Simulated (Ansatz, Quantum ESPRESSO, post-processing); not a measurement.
# F-SiC-F chair, 1 layer in an electric field, part 5 of 6

Aim: how F-SiC-F chair, 1 layer screens a field along its normal, and what the field does to its bands.

Quantum ESPRESSO 7.5; plane-wave DFT, RPBE, GBRV ultrasoft pseudopotentials made under PBE; geometry and cross-check by Ansatz 0.2.0 with PAW datasets.

So far. Step 11 (Ground state: field -0.2 V/Å): The dipole goes from -0.0053 to -0.0380 e Å, 0.1634 e Å per V/Å. Step 12 (Electrostatic potential): The slope in the vacuum is -0.200 eV/Å for an applied -0.20 V/Å, as it should be.

## (13) Bands along a path: field -0.2 V/Å

f3.bands.in

```
&control
  prefix = 'f3.bands'
  outdir = './out'
  pseudo_dir = './pseudo'
  calculation = 'bands'
  tefield = .true.
  dipfield = .true.
/
&system
  ibrav = 0
  nat = 4
  ntyp = 3
  ecutwfc = 40
  ecutrho = 200
  input_dft = 'rpbe'
  occupations = 'smearing'
  smearing = 'fd'
  degauss = 0.004
  edir = 3
  emaxpos = 0.97
  eopreg = 0.04
  eamp = -0.00388938
  nbnd = 17
/
&electrons
  conv_thr = 1e-07
  mixing_beta = 0.4
  electron_maxstep = 120
  mixing_mode = 'local-TF'
/
ATOMIC_SPECIES
  F   18.9984  f_pbe_v1.4.uspp.F.UPF
  C   12.0110  c_pbe_v1.2.uspp.F.UPF
  Si  28.0850  si_pbe_v1.uspp.F.UPF
CELL_PARAMETERS angstrom
  3.16858324911543 0.00000000000000 0.00000000000000
  -1.58429162455771 2.74407358773980 -0.00000000000000
  0.00000000000000 -0.00000000000000 20.63333333330000
ATOMIC_POSITIONS crystal
  F   0.666666666667 0.333333333333 0.410407102939
  C   0.666666666667 0.333333333333 0.479934719151
  Si  0.333333333333 0.666666666667 0.507506111400
  F   0.333333333333 0.666666666667 0.585189223210
K_POINTS crystal_b
4
  0.0000000000 0.0000000000 0.0000000000 14
  0.5000000000 0.0000000000 0.0000000000 14
  0.3333333333 0.3333333333 0.0000000000 14
  0.0000000000 0.0000000000 0.0000000000 1
```

Run with:

```
> cp -r out/f3.save out/f3.bands.save
> cp out/f3.xml out/f3.bands.xml
> OMP_NUM_THREADS=1 mpirun -n 4 pw.x -nk 4 -in f3.bands.in > f3.bands.out
```

Numbers of over 12 decimals in the logs are rounded to 6 here.

The program printed:

```text
[banner, memory and clock lines left out]
Program PWSCF v.7.5 starts
[citation notice left out]

[...]
bravais-lattice index     =            0
     lattice parameter (alat)  =       5.9878  a.u.
     unit-cell volume          =    1210.6730 (a.u.)^3
     number of atoms/cell      =            4
     number of atomic types    =            3
     number of electrons       =        22.00
     number of Kohn-Sham states=           17
     kinetic-energy cutoff     =      40.0000  Ry
     charge density cutoff     =     200.0000  Ry
     Exchange-correlation= RPBE
                           (   1   4  44   4   0   0   0)

[...]
PseudoPot. # 1 for F  read from file:
     ./pseudo/f_pbe_v1.4.uspp.F.UPF
     Pseudo is Ultrasoft, Zval =  7.0
     Generated by new atomic code, or converted to UPF format
     Using radial grid of  799 points,  4 beta functions with:
                l(1) =   0
                l(2) =   0
                l(3) =   1
                l(4) =   1
     Q(r) pseudized with  8 coefficients,  rinner =    0.950   0.950   0.950

     PseudoPot. # 2 for C  read from file:
     ./pseudo/c_pbe_v1.2.uspp.F.UPF
     Pseudo is Ultrasoft + core correction, Zval =  4.0
     Generated by new atomic code, or converted to UPF format
     Using radial grid of  721 points,  4 beta functions with:
                l(1) =   0
                l(2) =   0
                l(3) =   1
                l(4) =   1
     Q(r) pseudized with  8 coefficients,  rinner =    1.100   1.100   1.100

     PseudoPot. # 3 for Si read from file:
     ./pseudo/si_pbe_v1.uspp.F.UPF
     Pseudo is Ultrasoft + core correction, Zval =  4.0
     Generated by new atomic code, or converted to UPF format
     Using radial grid of  899 points,  6 beta functions with:
                l(1) =   0
                l(2) =   0
                l(3) =   1
                l(4) =   1
                l(5) =   2
                l(6) =   2
     Q(r) pseudized with  8 coefficients,  rinner =    0.900   0.900   0.900
                                                       0.900   0.900

     atomic species   valence    mass     pseudopotential
     F                 7.00    18.99840     F ( 1.00)
     C                 4.00    12.01100     C ( 1.00)
     Si                4.00    28.08500     Si( 1.00)

     No symmetry found

[...]
number of k points=    43  Fermi-Dirac smearing, width (Ry)=  0.0040
[...]
Dense  grid:    58021 G-vectors     FFT dimensions: (  27,  27, 180)

     Smooth grid:    41173 G-vectors     FFT dimensions: (  25,  25, 160)

     The potential is recalculated from file :
     ./out/f3.bands.save/charge-density

     negative rho (up, down):  6.490E-04 0.000E+00

     Adding external electric field

     Computed dipole along edir(3) :
        Dipole               -0.0718 Ry au,         -0.1826 Debye
        Dipole field         -0.0007 Ry au,

        E field amplitude [Ha a.u.]: -3.8894E-03
        Potential amp.       -0.2354 Ry
        Total length         37.4317 bohr

     Starting wfcs are   16 randomized atomic wfcs +    1 random wfcs

     Band Structure Calculation
     Davidson diagonalization with overlap

     ethr =  4.55E-10,  avg # of iterations = 49.5

     End of band structure calculation

          k = 0.0000 0.0000 0.0000 (  5107 PWs)   bands (ev):

   -28.6354 -28.5160 -17.3713 -11.8119  -9.8932  -8.7895  -8.7895  -8.4666
    -8.4666  -4.4400  -4.4400  -2.3576   1.2135   1.9601   2.8243   2.8852
     2.8852

          k = 0.0357 0.0206 0.0000 (  5097 PWs)   bands (ev):

   -28.6331 -28.5143 -17.3555 -11.8092  -9.8978  -8.8227  -8.7986  -8.4736
    -8.4682  -4.5193  -4.4584  -2.3057   1.2581   1.9867   2.8061   2.8838
     2.9439

[...]
```

Elapsed: 11 s, on 4 MPI ranks of Arm Neoverse V2, shared host; peak memory 0.29 GiB.

Band numbers count within the set of bands kept for display. Electronic bands along the path, in eV, zero at the highest filled level of the SCF mesh; v1 is the highest filled band, c1 the lowest empty one:

```
  point     v4     v3     v2     v1    c1    c2    c3     c4
      Γ  -4.03  -4.03   0.00   0.00  2.08  5.65  6.40   7.26
halfway  -4.29  -4.11  -1.97  -0.59  3.34  5.69  7.39   7.90
      M  -4.50  -4.21  -3.07  -0.99  3.72  6.00  7.35  10.68
halfway  -4.63  -4.20  -2.96  -1.76  5.27  6.24  7.80   9.38
      K  -4.76  -4.19  -2.77  -2.38  6.33  7.23  7.68   9.05
halfway  -4.32  -4.18  -2.13  -1.11  3.86  6.63  7.28   7.96
      Γ  -4.03  -4.03   0.00   0.00  2.08  5.65  6.40   7.26
```

Upper empty bands that drop with the field can be states of the vacuum, held by the sawtooth; they depend on the cell's width.

Along this path the valence top lies at Γ and the conduction bottom at Γ.

## (14) Density by pp.x

The density shows how far the electrons spill into the vacuum.

f0.rho.in

```
&inputpp
  prefix = 'f0'
  outdir = './out'
  filplot = 'f0.rho.dat'
  plot_num = 0
/
```

Run with:

```
> OMP_NUM_THREADS=1 mpirun -n 4 pp.x -in f0.rho.in > f0.rho.out
```

The program printed:

```text
[banner, memory and clock lines left out]
Program POST-PROC v.7.5 starts

          URL

     ./out/f0.save/

     IMPORTANT: XC functional enforced from input :
     Exchange-correlation= RPBE
                           (   1   4  44   4   0   0   0)
     Any further DFT definition will be discarded
     Please, verify this is what you really want

     negative rho (up, down):  6.488E-04 0.000E+00

     Adding external electric field

     Computed dipole along edir(3) :
        Dipole               -0.0101 Ry au,         -0.0256 Debye
        Dipole field         -0.0001 Ry au,

        Potential amp.        0.0078 Ry
        Total length         37.4317 bohr

     Calling punch_plot, plot_num =   0
     Writing data to file  f0.rho.dat
     Message from routine chdens:
     namelist plot not found or invalid, exiting

Note: The following floating-point exceptions are signalling: IEEE_UNDERFLOW_FLAG
Note: The following floating-point exceptions are signalling: IEEE_UNDERFLOW_FLAG
Note: The following floating-point exceptions are signalling: IEEE_UNDERFLOW_FLAG
Note: The following floating-point exceptions are signalling: IEEE_UNDERFLOW_FLAG
```

Elapsed: 0.85 s, on 4 MPI ranks; peak memory 0.1 GiB.

This step gave:

- electrons by integration: 22.00 e

Mean over planes. Valence density, planar mean against z:

```
z (Å)  valence density, planar mean (e/Å³)
  6.0                               5.9e-5
  6.5                               4.6e-4
  7.0                              0.00372
  7.5                               0.0342
  8.0                                0.333
  8.5                                 1.05
  9.0                                0.335
  9.5                                0.344
 10.0                                0.614
 10.5                                0.427
 11.0                                0.190
 11.5                                0.316
 12.0                                0.994
 12.5                                0.401
 13.0                               0.0435
 13.5                              0.00491
 14.0                               6.1e-4
 14.5                               7.9e-5
```

Valence density in the ca plane at fractional y = 0.333, with atoms of F and C within 0.2 Å of it. It is the smooth field of the valence electrons, not physical close to the nuclei.

Ten steps, logarithmic in the rise over the least value, from '0' (0 e/Å³) to '9' (12 e/Å³), each cell a mean:
```
00000000000000000013443344311100000000000000
00000000000000000137875555310000000000000000
00000000000000000148986555310000000000000000
00000000000000000036864455310000000000000000
00000000000000000013432344311110000000000000
00000000000000000000111223211221000000000000
00000000000000000000000122212222100000000000
00000000000000000001111233211121000000000000
```
Columns run along c (16.0 Å, from fractional 0.06 to 0.83 of the cell), rows up along a (3.2 Å). Atoms in or near the plane, at fractional coordinates: F at (0.41, 0.67), C at (0.48, 0.67).

The density integrates to 22.000 electrons, as the 22 of the input ask.

## (15) Valence density

f2.rho.in

```
&inputpp
  prefix = 'f2'
  outdir = './out'
  filplot = 'f2.rho.dat'
  plot_num = 0
/
```

Run with:

```
> OMP_NUM_THREADS=1 mpirun -n 4 pp.x -in f2.rho.in > f2.rho.out
```

Run time: 0.84 s. Hardware: 4 MPI ranks; peak memory 0.1 GiB.

## (16) Charge moved by a field of 0.2 V/Å

This step gave:

- largest charge moved across a plane: 0.001113 e/Å²
- dipole step: -0.6807 eV

The planar mean oscillates, so the rows of the table below give means over windows of 0.5 Å about each position, cut where the curve ends. Its maxima inside the range that stand out by 2 % of the span (Å: e/Å³): 8.02: 7.9e-4, 8.71: 3.6e-4, 9.86: 8.0e-4, 11.35: 2.8e-4, 12.15: -2.3e-4. Its minima: 8.48: -1.4e-5, 9.17: -5.5e-5, 10.55: -8.3e-4, 11.92: -4.0e-4, 12.61: -6.9e-4.

Planar mean against z; means over each step:

```
z (Å)  planar mean (e/Å³)
  4.5              4.9e-8
  5.0              2.4e-7
  5.5              1.2e-6
  6.0              6.0e-6
  6.5              2.7e-5
  7.0              1.1e-4
  7.5              4.0e-4
  8.0              7.0e-4
  8.5              1.9e-4
  9.0              7.5e-5
  9.5              2.4e-4
 10.0              4.4e-4
 10.5             -6.7e-4
 11.0             -2.3e-4
 11.5              1.6e-4
 12.0             -2.9e-4
 12.5             -5.7e-4
 13.0             -4.1e-4
 13.5             -1.3e-4
 14.0             -3.2e-5
 14.5             -6.8e-6
 15.0             -1.3e-6
 15.5             -2.4e-7
 16.0             -4.7e-8
```

Table of running integral, electrons below z by z:

z (Å), running integral, electrons below z (e/Å²) and a bar:
```
      5.0    0.00000 
      5.5    0.00000 
      6.0    0.00000 
      6.5    0.00001 
      7.0    0.00004 #
      7.5    0.00017 #####
      8.0    0.00050 ##############
      8.5    0.00066 ##################
      9.0    0.00076 #####################
      9.5    0.00078 ######################
     10.0    0.00108 ##############################
     10.5    0.00091 #########################
     11.0    0.00063 #################
     11.5    0.00072 ####################
     12.0    0.00063 #################
     12.5    0.00042 ############
     13.0    0.00014 ####
     13.5    0.00004 #
     14.0    0.00001 
     14.5    0.00000 
     15.0    0.00000 
     15.5    0.00000
```

## (17) Polarisability from the dipole between 0 and 0.1 V/A

Numbers from this step:

| Property | Result |
| --- | --- |
| change of slope in the vacuum | 0.10000 eV/Å |
| polarisability a cell | 2.356 Å³ |
| sheet polarisability 4πα/A | 3.406 Å |

Table of change of the potential energy, second field less first by z:

z (Å), change of the potential energy, second field less first (eV) and a bar from the least value:
```
      0.0     -0.419 #######
      0.5     -0.799 
      1.0     -0.749 #
      1.5     -0.699 ##
      2.0     -0.649 ###
      2.5     -0.599 ####
      3.0     -0.549 #####
      3.5     -0.499 ######
      4.0     -0.449 #######
      4.5     -0.399 ########
      5.0     -0.349 #########
      5.5     -0.299 ##########
      6.0     -0.249 ###########
      6.5     -0.199 ############
      7.0     -0.150 ############
      7.5     -0.104 #############
      8.0     -0.066 ##############
      8.5     -0.044 ##############
      9.0     -0.026 ###############
      9.5     -0.010 ###############
     10.0      0.000 ###############
     10.5      0.001 ###############
     11.0      0.016 ################
     11.5      0.037 ################
     12.0      0.055 ################
     12.5      0.079 #################
     13.0      0.116 ##################
     13.5      0.161 ##################
     14.0      0.210 ###################
     14.5      0.260 ####################
     15.0      0.310 #####################
     15.5      0.360 ######################
     16.0      0.410 #######################
     16.5      0.460 ########################
     17.0      0.510 #########################
     17.5      0.560 ##########################
     18.0      0.610 ###########################
     18.5      0.660 ############################
     19.0      0.710 #############################
     19.5      0.760 ##############################
     20.0      0.765 ##############################
     20.5     -0.154 ############
```

## (18) Dipole against field

The dipole along the normal, dipole moment by applied field:

```
applied field (V/Å)  dipole along the normal, dipole moment (e·Å)
             -0.200                                       -0.0380
              0.000                                      -0.00533
              0.100                                        0.0110
              0.200                                        0.0274
```

## (19) Cross-check with Ansatz: field 0.1 V/Å

A second code with its own PAW datasets, on the same atoms.

Level of this step: plane-wave DFT, PBE, Ansatz PAW (Ansatz 0.2.0).

input.yaml

```yaml
crystal:
  lattice:
    - [3.1685832491, 0.0, 0.0]
    - [-1.5842916246, 2.7440735877, 0.0]
    - [0.0, 0.0, 20.6333333333]
  atoms:
    - { symbol: F, position: [0.6666666667, 0.3333333333, 0.4104071029] }
    - { symbol: C, position: [0.6666666667, 0.3333333333, 0.4799347192] }
    - { symbol: Si, position: [0.3333333333, 0.6666666667, 0.5075061114] }
    - { symbol: F, position: [0.3333333333, 0.6666666667, 0.5851892232] }
kpoints:
  mp_grid: { grid: [12, 12, 1] }
hamiltonian:
  xc: pbe
scf:
  occupations: { method: fermi_dirac, width: 0.054 }
  convergence: { dr2_threshold: 1.0e-09 }
efield:
  axis: 3
  dipole_correction: true
  ramp_position: 0.97
  ramp_width: 0.04
  amplitude: 0.1
output:
  write_potential: true
  write_density: true
  volumetric_format: npy
```

Run with:

```
> ansatz run input.yaml --threads 4 --pin off --max-ram 8192MiB --backend cpu --events-out ev --progress --plain --runs-dir out
```

The program printed:

```text
[...]
Crystal: 4 atoms, lattice volume = 179.403 Å³
Basis set: ecut = 420 eV, 3501 PW (Γ)
Bands: 15, of which v1, the nominal top of the filled ones, is band 11 counted from 1 (10 counted from 0)
Symmetry: 6 space group operations
[...]
k-points: 19 of 144 (time reversal used)
[...]
SCF iter   1: F=—  HF=-2504.758586 eV  |F-HF|=—  |Δ(HF+E_count)|=         —  Δρ=6.27e-2  dr2=5.28e0  ethr=3.10e-3  p=0.022 e·Å  D=2.24e-2 V/Å  ΔV_dip=-0.46 eV  dr2_dipole=5.33e-4  V_vac-E_F(+/−)=8.23/6.84 eV  ⟨swp⟩=7.5  Hψ=2036  notcnv=0
[...]
SCF iter  10: F=-2503.207843 eV  HF=-2503.207843 eV  |F-HF|=1.33e-9  |Δ(HF+E_count)|=   8.68e-8  Δρ=1.09e-6  dr2=8.44e-10  ethr=4.55e-12  p=0.012 e·Å  D=1.25e-2 V/Å  ΔV_dip=-0.26 eV  dr2_dipole=1.55e-11  V_vac-E_F(+/−)=7.32/5.73 eV  ⟨swp⟩=3.6  Hψ=1439  notcnv=0
SCF 1 converged in 10 iterations: F = -2503.207843 eV  dr2 = 8.44e-10
[...]
SCF converged after 10 iterations
Free energy (F): -2503.207843 eV
[...]
Internal energy: -2503.207843 eV  (E = F + TS)
E sigma→0 (E₀):  -2503.207843 eV
Fermi energy:    -3.420935 eV
Dipole field:    D = 0.012513 V/Å  (p = 0.012406 e·Å, saw-weighted, corrected)
Work function:   not extracted (applied field tilts the vacuum); planar V_es + V_field profile in the machine report
[...]
--- Band table (eV; the first three rows and the last of 19) ---
  k-point 0: bands = [... 7 lower, -8.3997, -8.3997, -4.4263, -4.4263, -2.4729, 1.2879, 2.4323, 2.9070]
  k-point 1: bands = [... 7 lower, -8.4416, -8.4110, -4.8229, -4.5230, -2.2145, 1.5087, 2.5536, 2.7200]
  k-point 2: bands = [... 7 lower, -8.5502, -8.4445, -5.6321, -4.7561, -1.6990, 1.6014, 2.6573, 3.0939]
  k-point 18: bands = [... 7 lower, -9.1745, -8.5568, -7.2755, -6.8529, 1.8593, 2.7411, 3.1695, 4.6060]
```

Run time: 1.6 s. Hardware: 4 threads; peak memory 0.39 GiB.

Numbers from this step:

* free energy: -2503.2078 eV
* Fermi energy: -3.421 eV
* gap by band count: 1.953 eV
* dipole along the normal: 0.01241 e·Å

At 0.1 V/Å Ansatz's dipole is 0.0124 e Å against 0.0110 from pw.x, under another functional.

## (20) Cross-check with Ansatz: field -0.1 V/Å

input.yaml, as its differences from the input of step 19:

```diff
@@ -22,3 +22,3 @@
   ramp_width: 0.04
-  amplitude: 0.1
+  amplitude: -0.1
 output:
```

The program printed:

```text
[...]
Crystal: 4 atoms, lattice volume = 179.403 Å³
Basis set: ecut = 420 eV, 3501 PW (Γ)
Bands: 15, of which v1, the nominal top of the filled ones, is band 11 counted from 1 (10 counted from 0)
Symmetry: 6 space group operations
[...]
k-points: 19 of 144 (time reversal used)
[...]
--- Band table (eV; the first three rows and the last of 19) ---
  k-point 0: bands = [... 7 lower, -8.4808, -8.4808, -4.4215, -4.4215, -2.4730, 1.2011, 2.6183, 2.8850]
  k-point 1: bands = [... 7 lower, -8.5198, -8.4902, -4.8169, -4.5183, -2.2160, 1.4246, 2.6056, 2.8268]
  k-point 2: bands = [... 7 lower, -8.6254, -8.5206, -5.6227, -4.7511, -1.7027, 1.5589, 2.5863, 3.2670]
  k-point 18: bands = [... 7 lower, -9.2416, -8.6405, -7.2488, -6.8441, 1.8612, 2.7019, 3.1527, 4.5945]
[key lines of the parts left out:]
SCF converged after 11 iterations
Free energy (F): -2503.208645 eV
Fermi energy:    -3.418636 eV
Dipole field:    D = -0.020597 V/Å  (p = -0.020421 e·Å, saw-weighted, corrected)
```

Wall time 1.6 s (4 threads); peak memory 0.39 GiB.

Read from the output:

| Quantity | Value |
| --- | --- |
| free energy | -2503.2086 eV |
| Fermi energy | -3.419 eV |
| gap by band count | 1.948 eV |
| dipole along the normal | -0.02042 e·Å |

## (21) Dipole against field, Ansatz

Dipole along the normal, dipole moment against applied field:

```
applied field (V/Å)  dipole along the normal, dipole moment (e·Å)
            -0.1000                                       -0.0204
             0.0000                                      -0.00402
             0.1000                                        0.0124
```

(Part 5 of 6 ends here.)

[Logs are printed without paths, hosts, clocks, repeated set-up lines and the standing remarks that a program may print on its own settings, such as how far it seeks lower states.]

[Hosts, paths, dates, database ids (printed as entryN), source tags and the programs' standing remarks are cut or masked in the printed files.]

[Maps of the electrostatic potential energy from Ansatz leave out the sawtooth potential of an applied field or a dipole correction, so their vacuum need not be flat; planar profiles and work functions include it.]
